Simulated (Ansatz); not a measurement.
# SiGe (model cell, started as CsCl type): phonons and vibrational spectra, part 2 of 2

Wanted: vibrations and spectra of SiGe (model cell, started as CsCl type); the cell is already relaxed. After the zone centre comes a 4×4×4 q mesh on a 16×16×16 k mesh.

Ansatz 0.2.0; DFT PBEsol, scalar-relativistic, plane waves, PAW.

So far. Step 2 (Zone-centre response): Before it was imposed, the acoustic sum rule was missed by 5.5e-6 eV/Å². Small misses are needed for a sound result but don't prove that mesh and cutoff are converged. The lowest optical mode is real, 155 cm⁻¹.

The structure was built from a prototype and need not be the compound's stable phase.

## Step 3: Response at finite wavevector

Stability and thermal properties need the whole zone. Linear response on a 4×4×4 q mesh gives force constants as far as a supercell of that size would.

The input, input.yaml:

```yaml
crystal:
  lattice:
    - [3.1993734592, 0.0, 0.0]
    - [0.0, 3.1993734592, 0.0]
    - [0.0, 0.0, 3.1993734592]
  atoms:
    - { symbol: Si, position: [0.0, 0.0, 0.0] }
    - { symbol: Ge, position: [0.5, 0.5, 0.5] }
kpoints:
  mp_grid: { grid: [16, 16, 16] }
hamiltonian:
  xc: pbesol
scf:
  occupations: { method: methfessel_paxton, width: 0.2 }
output:
  eigenvalues: true
phonons:
  method: dfpt
  qmesh: [4, 4, 4]
  temperatures: { t_max: 1000, t_step: 50 }
  qpath:
    path:
      - [[0.0, 0.0, 0.0], [0.0, 0.5, 0.0], [0.5, 0.5, 0.0], [0.0, 0.0, 0.0], [0.5, 0.5, 0.5], [0.0, 0.5, 0.0]]
      - [[0.5, 0.5, 0.5], [0.5, 0.5, 0.0]]
    npoints: 10
```

Run with:

```sh
ansatz run input.yaml --threads 4 --pin off --max-ram 7168MiB --backend cpu --events-out ev --progress --plain --runs-dir out
```

Numbers of over 12 decimals in the logs are rounded to 6 here.

Output:

```text
[...]
Crystal: 2 atoms, lattice volume = 32.749 Å³
Basis set: ecut = 420 eV, 619 PW (Γ), exchange–correlation on 48×48×48 points (8 copies of the dense FFT grid, shifted against one another)
Bands: 13, of which v1, the nominal top of the filled ones, is band 9 counted from 1 (8 counted from 0)
Symmetry: 48 space group operations
k-points: 165 of 4096
[...]
SCF iter   1: F=—  HF=-4874.168798 eV  |F-HF|=—  |Δ(HF+E_count)|=         —  Δρ=1.68e-3  dr2=1.12e-3  ethr=1.77e-3  ⟨swp⟩=5.2  Hψ=25643  notcnv=0  defer=10
[...]
SCF iter   9: F=-4874.168158 eV  HF=-4874.168158 eV  |F-HF|=9.09e-13  |Δ(HF+E_count)|=  9.09e-12  S|Δr|=    0.00e0  Δρ=1.67e-8  dr2=8.03e-14  ethr=1.00e-12  ⟨swp⟩=4.3  Hψ=8105  notcnv=0
SCF 1 converged in 9 iterations: F = -4874.168158 eV  dr2 = 8.03e-14
[...]
iter 1 solved again at ethr=7.73e-8 eV; its pass at ethr=3.10e-3 eV (dr2=1.39e-5 eV) is discarded
SCF iter   1: F=—  HF=-4874.168159 eV  |F-HF|=—  |Δ(HF+E_count)|=         —  Δρ=5.13e-7  dr2=2.96e-11  ethr=7.73e-8  ⟨swp⟩=2.8  Hψ=16634  notcnv=0
eigensolver tolerance schedule: the retry pair's looser diagonalisation over-reported the residual by 469997.15 of it (diagonalisation noise at an unbounded share of the residual, at the tolerance the schedule requests for it); recorded, not acted on — ethr = c·dr2/N_el stays at c = 1.0e-1
[...]
SCF iter   2: F=—  HF=-4874.168158 eV  |F-HF|=—  |Δ(HF+E_count)|=   8.35e-7  S|Δr|=    0.00e0  Δρ=4.43e-7  dr2=2.18e-11  ethr=1.00e-12  ⟨swp⟩=3.0  Hψ=5165  notcnv=0
[...]
SCF iter   4: F=-4874.168158 eV  HF=-4874.168158 eV  |F-HF|=6.37e-12  |Δ(HF+E_count)|=  5.46e-12  S|Δr|=    0.00e0  Δρ=1.49e-7  dr2=2.46e-12  ethr=1.00e-12  ⟨swp⟩=2.0  Hψ=3755  notcnv=0
SCF 2 converged in 4 iterations: F = -4874.168158 eV  dr2 = 2.46e-12
phonons: the bands overlap, so this run is a metal and interpolates without the dipole-dipole term. If the crystal is really an insulator or semiconductor, its LO-TO splitting is missing
NSCF: frozen V_eff on 165 k-points
[...]
DFPT response loops at q = (0, 0, 0) (fractional): preconditioner auto → Kerker (q_TF=auto, 2.469 Å⁻¹) (partly filled bands, converged f_vac=0.000); β = 1.00, the filter's whole step (`scf.mixing.beta` (0.50) is not read by the response loops under this deck's `scf.mixing.preconditioner`; to damp them name `kerker` or `kerker_dos`, under which they read `scf.mixing.beta`, and type it under 1.00, their step now; both keys bind the ground state too); Broyden in place of MSR1
[...]
SCF converged after 9 iterations
[...]
Free energy (F): -4874.168158 eV
[...]
Internal energy: -4874.170036 eV  (E = F + TS)
E sigma→0 (E₀):  -4874.168628 eV
Entropy (-TS):   0.001878 eV (0.939 meV/atom)
Fermi energy:    11.063539 eV
[...]
--- Band table (eV; the first three rows and the last of 165) ---
  k-point 0: bands = [... 5 lower, -2.7715, 10.3326, 10.5446, 10.5446, 10.5446, 14.4344, 14.4344, 21.4399, ... 4 higher]
  k-point 1: bands = [... 5 lower, -2.7152, 9.2851, 10.6000, 10.6000, 11.1851, 14.4868, 14.9868, 21.0735, ... 4 higher]
  k-point 2: bands = [... 5 lower, -2.5462, 7.9459, 10.7659, 10.7659, 11.6124, 14.6434, 16.3330, 20.2030, ... 4 higher]
  k-point 164: bands = [... 5 lower, 5.7978, 6.9889, 8.5236, 8.5236, 8.5236, 8.8670, 8.8670, 8.8670, ... 4 higher]
--- Phonons (Γ-DFPT): 2 representative perturbations + reference (Σ response iterations 7) ---
  ASR residual: 5.397e-6 → 0.000e0 eV/Å²; symmetrization residual: 6.546e-6 eV/Å²
  ASR residual per site (eV/Å²): 5.40e-6 3.96e-6
  Γ frequencies (cm⁻¹): 0.00 0.00 0.00 154.53 154.53 154.53
--- Phonons (arbitrary-q DFPT): 10 irreducible q on the 4×4×4 mesh ---
  q = [0.0000, 0.0000, 0.0000] (star 1, of the zone-centre solve; hermiticity 7.36e-6, symmetrization 2.42e-11): -0.00 -0.00 -0.00 154.53 154.53 154.53
  q = [0.0000, 0.0000, 0.2500] (star 6, 4 solved perturbations in 4032 linear systems a pass and spin channel, the states on 1296 of 4096 k-point pairs; hermiticity 1.49e-6, symmetrization 6.80e-13): 42.18 42.18 85.88 133.78 133.78 147.16
[...]
q = [0.0000, 0.2500, -0.5000] (star 12, 6 solved perturbations on 1296 of 4096 k-point pairs; hermiticity 4.51e-7, symmetrization 1.82e-14): 23.21 35.02 48.86 69.56 150.93 154.92
[...]
sum rule: each row above includes the acoustic sum rule's correction from the zone centre's row sums; it moved no ω² by more than (0.23 cm⁻¹)²
  mesh force constants: q→R imaginary residual 3.89e-18; ASR residual 5.397e-6 → 0.000e0 eV/Å²; symmetrization residual 2.220e-15 eV/Å²
  interpolated dispersion: 62 rows × 6 modes
  density of states and harmonic sums: on the 20×20×20 q-mesh, interpolated from the force constants of a 4×4×4 supercell (no non-analytic term)
  largest difference from the sums on the solved wave vectors: F 2.93e-2 eV, S 4.12e-5 and C_V 1.19e-5 eV/K
  zero-point energy: 0.034021 eV/cell   skipped modes (ω ≤ 0): 252, of them read as no rigid motion or as one in doubt: 249 (8.718e-1 modes/cell left out, lowest -98.25 cm⁻¹)   left out of the sums: 1.45e-1 of the cell's modes: C_V's classical limit lies that fraction below 3 k_B per atom; for a crystal, a wire or a layer, F and S can be off by more, and a phonons.interpolated_qmesh denser along its periods is the remedy for the sampling
```

Run time: 5.5 min. Hardware: 4 threads of Arm Neoverse V2, shared host; peak memory 2.8 GiB; 21 min of CPU time.

This step gave:

```
sum-rule residual before enforcement                    : 5.40e-6 eV/Å²
lowest frequency on the path                            : -96.57 cm⁻¹
highest frequency on the path or at a solved wavevector : 180.5 cm⁻¹
lowest mode on the q mesh (acoustic modes at Γ apart)   : -96.57 cm⁻¹
```

Frequencies (cm⁻¹) solved at each irreducible wavevector; negative means imaginary. Frequencies by wavevector, by row:

```tsv
q in reciprocal lattice units	star	mode 1	mode 2	mode 3	mode 4	mode 5	mode 6
0 0 0	1	0	0	0	154.5	154.5	154.5
0 0 0.25	6	42.2	42.2	85.9	133.8	133.8	147.2
0 0 -0.5	3	77.6	77.6	121.8	122.2	122.2	141.7
0 0.25 0.25	12	17.9	47.4	61.7	103.8	141.3	174.5
0 0.25 -0.5	12	23.2	35	48.9	69.6	150.9	154.9
0 -0.5 -0.5	3	-85.9	-68.1	-25.8	-25.8	166.2	166.2
0.25 0.25 0.25	8	-96.6	66.8	66.8	136.5	136.5	150.4
0.25 0.25 -0.5	12	-51.8	-36.8	104.5	139.8	140.3	154.7
0.25 -0.5 -0.5	6	81.2	87.1	87.1	106.9	179.4	179.4
-0.5 -0.5 -0.5	1	135.4	135.4	135.4	174	174	174
```

Interpolated from a 4×4×4 q mesh. Phonon branches along the path, in cm⁻¹:

```tsv
point	branch 1	branch 2	branch 3	branch 4	branch 5	branch 6
Γ	0	0	0	154	154	154
halfway	42	42	86	134	134	147
X	78	78	122	122	122	142
halfway	23	35	49	70	151	155
M	-86	-68	-26	-26	166	166
halfway	18	47	62	104	141	174
Γ	0	0	0	154	154	154
halfway	-97	67	67	136	136	150
R	135	135	135	174	174	174
halfway	-52	-37	104	140	140	155
X	78	78	122	122	122	142
jump to R	135	135	135	174	174	174
halfway	81	87	87	107	179	179
M	-86	-68	-26	-26	166	166
```

The phonon branches as a text plot (rows in cm⁻¹):

```
    175 |                  ****              ******       ******
    163 |           *******    **          **    ***            *
    152 |****      **     ***    ***********       ***     *
    140 |  * ******          * **  *   ****   **    ******
    129 |   ***  *            **    ***     **  ***  **** * *
    117 |      ***            *            * *   * *     * *
    105 |     *  **          *                   *  *   *   **
     94 |    *     *                     **          **
     82 |   *   * *        ** **    *             *    ***   *
     71 |      * * *                    *   *          **
     59 |  *  *   *          *  *
     48 |   **     *      *  **    * **                *      *
     36 | *         *      **  * *     *           *
     25 |* *              ***   *                  *          **
     13 | *          *       *   *                    *
      2 |*                        *
    -10 |                **          **                       *
    -22 |           ******    *  * **                           *
    -33 |             * *      **                   * *
    -45 |            *   *                           *         *
    -56 |             *  *                 *        **         *
    -68 |             ***              *                        *
    -79 |               *                                       *
    -91 |              *                ***
         Γ      X      M          Γ            R        X|R     M
```

Tetrahedra on a 20×20×20 mesh, mean over bins of 5 cm-1. Interpolated from a 4×4×4 q mesh. Table of phonon density of states by wavenumber; read off at these points:

wavenumber (cm⁻¹), phonon density of states (1/cm⁻¹/cell) and a bar:
```
      -98     0.0011 
      -88     0.0042 ##
      -82     0.0057 ###
      -72     0.0082 ####
      -68     0.0104 #####
      -62     0.0135 ######
      -58     0.0131 ######
      -52     0.0115 #####
      -42     0.0091 ####
      -38     0.0083 ####
      -28     0.0122 ######
      -22     0.0120 ######
      -12     0.0090 ####
       -8     0.0088 ####
        2     0.0092 ####
        8     0.0097 ####
       18     0.0111 #####
       22     0.0136 ######
       32     0.0244 ###########
       38     0.0279 #############
       48     0.0262 ############
       52     0.0270 ############
       62     0.0286 #############
       68     0.0293 #############
       72     0.0299 ##############
       78     0.0283 #############
       82     0.0263 ############
       92     0.0201 #########
       98     0.0191 #########
      108     0.0186 #########
      112     0.0194 #########
      122     0.0405 ###################
      128     0.0350 ################
      138     0.0332 ###############
      142     0.0477 ######################
      152     0.0619 ############################
      158     0.0607 ############################
      162     0.0653 ##############################
      168     0.0445 ####################
      172     0.0236 ###########
      182     0.0001
```

The partial phonon density of states has structure finer than the step of the table below, so its rows give means over 10 cm⁻¹, whole bins alone (the curve runs from -108 to 195 cm⁻¹). Peaks (cm⁻¹: height): Ge -28.0: 0.0111, 29.2: 0.0172, 42.5: 0.0202, 57.7: 0.0219, 78.7: 0.0230, 90.1: 0.018, 162.5: 0.0229; Si -28.0: 0.00802, 38.7: 0.0112, 122.5: 0.0295, 151.1: 0.0396.

Phonopy on the run's constants, 17x17x17 mesh, Gaussian sigma 2.2 cm-1. Interpolated from a 4×4×4 q mesh. Partial phonon density of states against wavenumber; means over each step; values in 1/cm⁻¹/cell:

```tsv
wavenumber (cm⁻¹)	Ge	Si
-100	5.5e-4	5.0e-4
-90	0.00212	0.00199
-80	0.00322	0.00355
-70	0.00456	0.00546
-60	0.00742	0.00677
-50	0.00522	0.00423
-40	0.00767	0.00404
-30	0.00881	0.00605
-20	0.00562	0.00262
-10	0.00356	0.00174
0	0.00120	7.1e-4
10	0.00433	0.00224
20	0.0104	0.00568
30	0.0153	0.00829
40	0.0182	0.00995
50	0.0182	0.00817
60	0.0202	0.00887
70	0.0205	0.00829
80	0.0193	0.00770
90	0.0155	0.00787
100	0.0102	0.00751
110	0.00979	0.0110
120	0.00894	0.0207
130	0.00947	0.0241
140	0.0141	0.0276
150	0.0199	0.0373
160	0.0220	0.0383
170	0.0119	0.0234
180	0.00192	0.00521
```

Second derivatives of the energy by pair, one row for each kind of neighbour of each atom listed. Each entry sums the pair over the periodic images of the supercell that the q mesh stands for, and in a polar crystal it holds the long-range dipole part too. Force constants by pair, by row:

```tsv
atom	neighbour	distance (Å)	third of the trace (eV/Å²)	along the pair's line (eV/Å²)
Si1	itself	0	1.458	–
Si1	Ge	2.771	-0.1414	-0.8298
Si1	Si	3.199	-0.0243	-0.2439
Si1	Si	4.525	0.0807	0.2145
Si1	Ge	5.306	-0.0421	-0.0761
Si1	Si	5.541	-0.0662	-0.1373
Si1	Si	6.399	0.035	0.0351
Si1	Ge	6.973	0.0198	-0.0243
Si1	Si	7.154	-0.0125	-0.029
Ge2	itself	0	2.304	–
Ge2	Si	2.771	-0.1414	-0.8298
Ge2	Ge	3.199	-0.1677	-0.7348
Ge2	Ge	4.525	0.0801	0.2308
Ge2	Si	5.306	-0.0421	-0.0761
Ge2	Ge	5.541	-0.078	-0.1668
Ge2	Ge	6.399	0.0521	0.0535
Ge2	Si	6.973	0.0198	-0.0243
Ge2	Ge	7.154	-0.0088	-0.0339
```

Symmetry leaves 10 wavevectors to solve. The lowest mode among them, the acoustic zeros apart, lies at q = (0.25, 0.25, 0.25) and is imaginary, 96.6i cm⁻¹, so the energy falls along it.

## Step 4: Isotope substitution, element Ge, natural mass 72.63 amu

An isotope changes the mass and not the force constants, so no new electronic calculation is needed; the shifts show which modes move this element.

The same force constants with the mass of Ge changed from 72.630 to 75.921 u (phonopy, no LO-TO term). Both lists are sorted by frequency; levels can cross, so a row need not hold one and the same mode. Modes under 3 cm⁻¹ are left out. Isotope shifts, by row:

```tsv
q	rank	natural mass (cm⁻¹)	changed mass (cm⁻¹)
0 0 0	4	154.5	153.6
0 0 0	5	154.5	153.6
0 0 0	6	154.5	153.6
0 0 0.25	1	42.18	41.45
0 0 0.25	2	42.18	41.45
0 0 0.25	3	85.88	84.45
0 0 0.25	4	133.8	133.2
0 0 0.25	5	133.8	133.2
0 0 0.25	6	147.2	146.4
0 0 -0.5	1	77.58	75.88
0 0 -0.5	2	77.58	75.88
0 0 -0.5	3	121.8	119.1
0 0 -0.5	4	122.2	122.2
0 0 -0.5	5	122.2	122.2
0 0 -0.5	6	141.7	141.7
0 0.25 0.25	1	17.87	17.61
0 0.25 0.25	2	47.43	46.53
0 0.25 0.25	3	61.7	60.78
0 0.25 0.25	4	103.8	103.5
0 0.25 0.25	5	141.3	140.3
0 0.25 0.25	6	174.5	173.2
```

A mode of this element alone would shift by -2.19 %. The highest zone-centre frequency without the field goes from 154.5 to 153.6 cm⁻¹ (-0.6 %). The product of the frequency ratios over all optical modes at Γ is 0.982; the product rule, (m/m′)^(3k/2) (M′/M)^(3/2) with k = 1 such atoms and M the mass of the cell, gives 0.982.

## Step 5: Isotope substitution, element Si, natural mass 28.085 amu

The same for Si, from 28.09 to 29.97 u.

The same force constants with the mass of Si changed from 28.085 to 29.974 u (phonopy, no LO-TO term). Both lists are sorted by frequency; levels can cross, so a row need not hold one and the same mode. Modes under 3 cm⁻¹ are left out. Isotope shifts, by row:

```tsv
q	rank	natural mass (cm⁻¹)	changed mass (cm⁻¹)
0 0 0	4	154.5	151
0 0 0	5	154.5	151
0 0 0	6	154.5	151
0 0 0.25	1	42.18	41.88
0 0 0.25	2	42.18	41.88
0 0 0.25	3	85.88	85.15
0 0 0.25	4	133.8	130.4
0 0 0.25	5	133.8	130.4
0 0 0.25	6	147.2	143.7
0 0 -0.5	1	77.58	77.58
0 0 -0.5	2	77.58	77.58
0 0 -0.5	3	121.8	118.3
0 0 -0.5	4	122.2	118.3
0 0 -0.5	5	122.2	121.8
0 0 -0.5	6	141.7	137.2
0 0.25 0.25	1	17.87	17.67
0 0.25 0.25	2	47.43	47.22
0 0.25 0.25	3	61.7	61.02
0 0.25 0.25	4	103.8	100.9
0 0.25 0.25	5	141.3	138.3
0 0.25 0.25	6	174.5	170.9
```

A mode of this element alone would shift by -3.20 %. The highest zone-centre frequency without the field goes from 154.5 to 151.0 cm⁻¹ (-2.3 %). The product of the frequency ratios over all optical modes at Γ is 0.932; the product rule, (m/m′)^(3k/2) (M′/M)^(3/2) with k = 1 such atoms and M the mass of the cell, gives 0.933.

## Step 6: Summary of results

```
space group (within 0.01 Å)                             : Pm-3m
volume per atom                                         : 16.4 Å³
electronic character                                    : no gap on this mesh
highest optical mode at the zone centre (no LO-TO term) : 155 cm⁻¹
lowest optical zone-centre mode                         : 155 cm⁻¹
lowest mode on the q mesh (acoustic modes at Γ apart)   : -96.6 cm⁻¹
highest frequency on the path or at a solved wavevector : 180 cm⁻¹
imaginary modes on the 4×4×4 q mesh                     : yes
```

**Reading.** Modes are clearly imaginary (beyond 10i cm⁻¹) at 3 of the 10 irreducible wavevectors, most at q = (0.25, 0.25, 0.25) (96.6i cm⁻¹), so this structure is not a minimum of the energy. The optical modes at Γ form one degenerate level at 155 cm⁻¹. The highest mode in this list at Γ, 154.5 cm⁻¹, is mostly motion of Si (72 % of the kinetic energy). With no gap, or one that is small against the smearing, the frequencies hang on the k mesh and the smearing, most of all near Kohn anomalies. The starting cell was built on a prototype and not taken from a measurement, so the phase need not exist. These are harmonic frequencies at zero temperature: anharmonic shifts, linewidths and thermal expansion are left out.

[Logs are printed without paths, hosts, clocks, repeated set-up lines and the standing remarks that a program may print on its own settings, such as how far it seeks lower states.]

[Hosts, paths, dates, database ids (printed as entryN), source tags and the programs' standing remarks are cut or masked in the printed files.]
